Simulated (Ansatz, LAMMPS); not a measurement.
# Mg2+ TFSI- in gamma-butyrolactone at 330 K (110 atoms) in motion

Aim: follow Mg2+ TFSI- in gamma-butyrolactone at 330 K (110 atoms) for a short time with forces from DFT, then look at structure and electrons in the last frame.

Method: Kohn-Sham DFT, PBE+D4, PAW (set soft_2), plane waves, in Ansatz 0.2.0.

## Step 1: Starting point

The cell holds 110 atoms: 4 N, 8 S, 24 O, 24 C, 24 F, 24 H and 2 Mg. Cell: a = 11.410 Å, b = 11.410 Å, c = 11.410 Å, α = 90.0°, β = 90.0°, γ = 90.0°. 4 gamma-butyrolactone, 2 Mg2+, 4 TFSI- placed at random, at 1.69 g/cm³; overlaps pushed apart, then 10 ps at 550 K with divalent ions of Li, Roberts, Chakravorty and Merz (J. Chem. Theory Comput. 9, 2733 (2013)); MMFF94 bonds, angles, torsions, charges and radii (Halgren, J. Comput. Chem. 17, 490 (1996)) in harmonic and 12-6 forms; charges of ions scaled by 0.8. Snapshot after 30 ps at 330 K and fixed volume.

Limits known from the start: The network of contacts between molecules at the start is that of the classical potential that made the cell. The density was typed from a rule of thumb and may lie off the real one at this temperature. The Brillouin zone is sampled at Γ only, in a cell whose shortest periodic width is 11 Å.

## Step 2: Single point at the start

A single point comes first, to see the forces before anything moves.

Input file input.yaml:

```yaml
crystal:
  lattice:
    - [11.4098, 0.0, 0.0]
    - [0.0, 11.4098, 0.0]
    - [0.0, 0.0, 11.4098]
  atoms:
    - { symbol: "N", position: [0.81428, 0.62365, 0.16737] }
    - { symbol: S, position: [0.93011, 0.67543, 0.12589] }
    - { symbol: O, position: [0.00261, 0.59778, 0.05476] }
    - { symbol: O, position: [0.00644, 0.7283, 0.21562] }
    [... 100 atom lines left out ...]
    - { symbol: H, position: [0.71598, 0.21091, 0.40191] }
    - { symbol: H, position: [0.73367, 0.26191, 0.24642] }
    - { symbol: H, position: [0.91907, 0.31548, 0.30109] }
    - { symbol: H, position: [0.89919, 0.26817, 0.44259] }
    - { symbol: Mg, position: [0.15612, 0.53788, 0.02501] }
    - { symbol: Mg, position: [0.001, 0.8125, 0.36965] }
kpoints:
  mp_grid: { grid: [1, 1, 1] }
hamiltonian:
  xc: pbe
  dispersion: d4
scf:
  occupations: { method: fixed }
output:
  forces: true
```

Command:

```
ansatz run input.yaml --threads 4 --pin off --max-ram 8192MiB --backend cpu --events-out ev --progress --plain --runs-dir out
```

Elapsed: 12 s, on 4 threads of Arm Neoverse V2, shared host; peak memory 1.7 GiB.

Numbers from this run:

| Item | Value |
| --- | --- |
| free energy | -51997.0331 eV |
| free energy per atom | -472.7003 eV/atom |
| SCF cycles | 11 |
| r.m.s. force component | 1.12 eV/Å |
| longest force | 4.775 eV/Å |
| Fermi energy | 0.168 eV |

The r.m.s. force component of 1.1 eV/Å sets the starting point.

Neighbours are counted within 1.85 Å (C-C), 1.62 Å (C-F), 1.34 Å (C-H), 1.73 Å (C-O), 2.21 Å (C-S), 1.88 Å (O-S), 2.58 Å (O-Mg), 1.98 Å (S-N).

Length of the force by element and coordination:

```
element  coordination  atoms  mean length of the force (eV/Å)  spread  least   most
      C           all     24                             2.59    1.10  0.682   4.78
      C             3      4                             1.46   0.516  0.682   2.13
      C             4     20                             2.82    1.04   1.30   4.78
      F           all     24                             1.35   0.604  0.291   2.62
      H           all     24                            0.920   0.443  0.242   1.86
     Mg           all      2                            0.624   0.129  0.495  0.753
      N           all      4                             1.03   0.266  0.708   1.44
      O           all     24                             1.40   0.729  0.482   3.19
      O             1      8                             1.09   0.599  0.482   2.13
      O             2     16                             1.55   0.740  0.654   3.19
      S           all      8                             3.08   0.880   1.71   4.33
```

## Step 3: Dynamics started at 330 K

A Nosé–Hoover thermostat steers the temperature while disturbing the dynamics little. The time step is 0.5 fs, short enough for the stretching of bonds to hydrogen.

input.yaml: that of step 2 with these lines changed.

```diff
@@ -16 +16,8 @@
   forces: true
+md:
+  timestep: 0.5
+  n_steps: 300
+  ensemble: nvt_nose_hoover
+  temperature: 330
+  initial_velocities: maxwell_boltzmann
+  seed: 5953
```

Run time: 38 min. Hardware: 4 threads; peak memory 1.9 GiB; 2.4 h of CPU time.

The program notes that it switched symmetry off.

Rows from the run:

```
time (fs)  T (K)  potential (meV/atom)  conserved (meV/atom)
      0.0    330                   0.0                  0.00
     10.0    407                  -9.9                  0.00
     20.0    410                 -10.6                  0.01
     30.0    420                 -12.4                  0.00
     40.0    424                 -13.7                 -0.01
     50.0    441                 -17.3                 -0.02
     60.0    438                 -18.3                  0.00
     70.0    383                 -12.9                  0.02
     80.0    423                 -19.6                 -0.01
     90.0    409                 -19.4                 -0.03
    100.0    381                 -17.0                 -0.02
    110.0    404                 -21.1                 -0.01
    120.0    399                 -21.4                  0.00
    130.0    341                 -14.8                  0.00
    140.0    383                 -21.1                 -0.03
    150.0    376                 -20.9                 -0.03
```

Mean square displacement from the first frame to the last: N 0.16 Å², S 0.14 Å², O 0.28 Å², C 0.22 Å², F 0.34 Å², H 0.58 Å², Mg 0.062 Å².

Mean square displacement against time lag:

```
time lag (fs)   C (Å²)   F (Å²)  H (Å²)  Mg (Å²)   N (Å²)   O (Å²)   S (Å²)
          0.5   2.1e-5   1.4e-5  2.0e-4   7.5e-6   2.3e-5   1.7e-5   1.0e-5
          6.5  0.00312  0.00231  0.0238  0.00126  0.00371  0.00266  0.00161
          9.5  0.00584  0.00476  0.0384  0.00266  0.00738  0.00539  0.00317
         16.0   0.0111   0.0121  0.0605  0.00730   0.0168   0.0132  0.00719
         22.0   0.0136   0.0206  0.0577   0.0133   0.0252   0.0217   0.0109
         28.0   0.0159   0.0302  0.0699   0.0205   0.0334   0.0317   0.0147
         31.5   0.0182   0.0361  0.0835   0.0252   0.0387   0.0383   0.0171
         37.5   0.0243   0.0468   0.115   0.0333   0.0492   0.0507   0.0215
         43.5   0.0313   0.0577   0.134   0.0411   0.0605   0.0638   0.0262
         47.0   0.0353   0.0642   0.146   0.0453   0.0667   0.0716   0.0292
         53.0   0.0417   0.0756   0.173   0.0519   0.0758   0.0852   0.0353
         59.0   0.0488   0.0881   0.211   0.0574   0.0843   0.0996   0.0424
         65.5   0.0582    0.103   0.243   0.0621   0.0950    0.116   0.0508
         68.5   0.0630    0.110   0.257   0.0638    0.101    0.124   0.0546
         75.0   0.0732    0.127   0.287   0.0665    0.114    0.140   0.0629
```

The drift taken off is the plain mean over atoms, not the centre of mass, so with hydrogen in the cell the heavy atoms' values at short lags are too large.

Over the second half of 150 fs the temperature averages 386 K, falling from about 412 to 366 K (means over the first and last quarter of that half). The conserved energy stays within 0.04 meV/atom. From first frame to last H has the largest mean square displacement, 0.58 Å² at the end; the farthest move is 1.30 Å. The mean temperature of 386 K lies well off the 330 K of the input, so the thermostat hasn't yet brought the run to equilibrium. The run spans 0.15 ps, too short for its means to be equilibrium values.

## Step 4: Local order late in the run

The g(r) is a mean over the second half; what follows it is taken at the last frame.

Bonds before and after, by the cutoffs listed below:

```
pair  bonds before  bonds after  mean before (Å)  mean after (Å)  spread before (Å)  spread after (Å)
 C-C            12           12            1.500           1.506              0.035             0.035
 C-F            24           24            1.368           1.336              0.032             0.032
 C-H            24           24            1.102           1.097              0.026             0.020
 C-O            12           12            1.331           1.341              0.085             0.102
 C-S             8            8            1.825           1.898              0.045             0.059
 O-S            16           16            1.458           1.453              0.017             0.023
O-Mg            12           12            2.032           2.147              0.077             0.143
 S-N             8            8            1.563           1.608              0.018             0.046
```

Density 1.69 g/cm³, 13.50 Å³ an atom.

Mean of 14 frames. g(r), total and by pair (bins of 0.2 Å):

```
r (Å)  total   C-C    C-F    C-H   C-O   C-S   C-N
 1.00   1.06  0.00   0.00  11.15  0.00  0.00  0.00
 1.20   1.33  0.00   1.67   9.25  2.97  0.00  0.00
 1.40   2.32  3.60  12.02   0.00  3.60  0.00  0.00
 1.60   0.79  6.98   0.00   0.00  0.38  0.00  0.00
 1.80   0.42  0.00   0.00   0.00  0.00  3.06  0.00
 2.00   0.59  0.00   0.00   1.30  0.00  3.71  0.00
 2.20   1.49  0.80   0.00   6.65  0.09  0.00  0.00
 2.40   0.87  3.50   0.00   0.66  1.94  0.00  0.00
 2.60   0.97  0.09   0.03   0.00  1.52  0.00  3.00
 2.80   0.98  0.00   0.18   0.36  0.88  0.00  2.91
 3.00   1.00  0.00   0.51   1.64  0.34  0.00  0.70
 3.20   0.92  0.00   0.92   1.58  0.57  0.00  0.00
 3.40   0.78  0.11   1.02   0.95  0.90  0.30  0.07
 3.60   0.78  0.11   0.79   0.66  1.40  0.44  0.38
 3.80   0.89  0.25   0.85   0.71  0.85  0.09  0.21
 4.00   0.87  0.51   0.59   0.55  1.15  0.81  0.25
 4.20   0.94  1.73   0.97   0.71  0.82  1.44  0.55
 4.40   0.89  0.86   1.08   0.93  0.97  1.36  0.14
 4.60   1.03  1.20   1.05   0.96  1.17  1.30  0.66
 4.80   1.04  0.83   1.05   0.99  0.89  1.53  0.63
 5.00   0.98  0.95   0.88   0.95  0.83  1.23  1.31
 5.20   1.10  1.54   1.46   0.85  0.98  0.41  2.08
 5.40   1.03  0.92   1.14   0.84  0.96  0.67  1.41
 5.60   1.08  1.28   0.96   0.93  1.06  1.44  1.25
```

Bonds by pair of elements; cutoffs follow the first minimum of g(r), held within bounds set by covalent radii, and pairs that aren't listed don't count as bonded:

```
pair A-B  cutoff (Å)  bonds  mean length (Å)  spread (Å)  shortest (Å)  B about A  A about B
     C-C        1.85     12             1.51       0.035          1.45          1          1
     C-F        1.62     24             1.34       0.032          1.27          1          1
     C-H        1.34     24             1.10        0.02          1.04          1          1
     C-O        1.73     12             1.34       0.102          1.22        0.5        0.5
     C-S        2.21      8             1.90       0.059          1.82      0.333          1
     O-S        1.93     16             1.45       0.023          1.42      0.667          2
    O-Mg        2.75     12             2.15       0.143          1.96        0.5          6
     S-N        2.12      8             1.61       0.046          1.53          1          2
```

How many atoms have how many bonded neighbours:

```
element  mean   1   2  3   4  6
      C  3.83   0   0  4  20  0
      F     1  24   0  0   0  0
      H     1  24   0  0   0  0
     Mg     6   0   0  0   0  2
      N     2   0   4  0   0  0
      O  1.67   8  16  0   0  0
      S     4   0   0  0   8  0
```

Bond angles, per cent of each kind in bins of 5°:

```
angle (°)  C-C-H  O-Mg-O  F-C-S  F-C-F  C-S-O
    75–80    0.0     6.7    0.0    0.0    0.0
    80–85    0.0    20.0    0.0    0.0    0.0
    85–90    0.0     6.7    0.0    0.0    0.0
    90–95    0.0    30.0    0.0    0.0    6.2
   95–100    0.0    13.3    0.0    0.0    0.0
  100–105   10.0     3.3   16.7   12.5   56.2
  105–110   27.5     0.0   29.2   62.5   31.2
  110–115   35.0     0.0   41.7   25.0    6.2
  115–120   22.5     0.0   12.5    0.0    0.0
  120–125    5.0     0.0    0.0    0.0    0.0
  125–130    0.0     0.0    0.0    0.0    0.0
  130–135    0.0     0.0    0.0    0.0    0.0
  135–140    0.0     0.0    0.0    0.0    0.0
  140–145    0.0     0.0    0.0    0.0    0.0
  145–150    0.0     0.0    0.0    0.0    0.0
  150–155    0.0     0.0    0.0    0.0    0.0
  155–160    0.0     3.3    0.0    0.0    0.0
  160–165    0.0     0.0    0.0    0.0    0.0
  165–170    0.0     6.7    0.0    0.0    0.0
  170–175    0.0     3.3    0.0    0.0    0.0
  175–180    0.0     6.7    0.0    0.0    0.0
```

Bond angles (no mean is given where the spread exceeds 20°):

```
 angle  count  mean (°)  spread (°)
 C-C-H     40       112         5.2
O-Mg-O     30         -           -
 F-C-S     24       110         4.1
 F-C-F     24       109           3
 C-S-O     16       104         4.2
```

Bond length by coordination (bonds to H left out):

```
element  coordination  atoms  mean bond length (Å)
      C             3      4                  1.36
      C             4     20                  1.49
      O             1      8                  1.45
      O             2     16                  1.67
```

Rings of the network by King's shortest-path rule, up to 12 atoms, one path for each pair of neighbours; H, halogens, alkali and alkaline-earth atoms are left out, and the last column divides by all other atoms, bonded or not:

```
ring size (atoms)  rings  per network atom
                5      4             0.067
```

By these cutoffs 83 % of C atoms have 4, all F atoms have 1, all H atoms have 1 and all Mg atoms have 6 bonded neighbours. The C-C-H angle averages 112° with a spread of 5°. All rings counted have 5 atoms.

[end of part 1 of 2]

[Logs are printed without paths, hosts, clocks, repeated set-up lines and the standing remarks that a program may print on its own settings, such as how far it seeks lower states.]

[Hosts, paths, dates, database ids (printed as entryN), source tags and the programs' standing remarks are cut or masked in the printed files.]

[The MMFF94 radii named for the starting cell were scaled by 0.96; in molecules described by MMFF94, hydrogen bound to N, O or S took a small fixed 12-6 site in their place.]
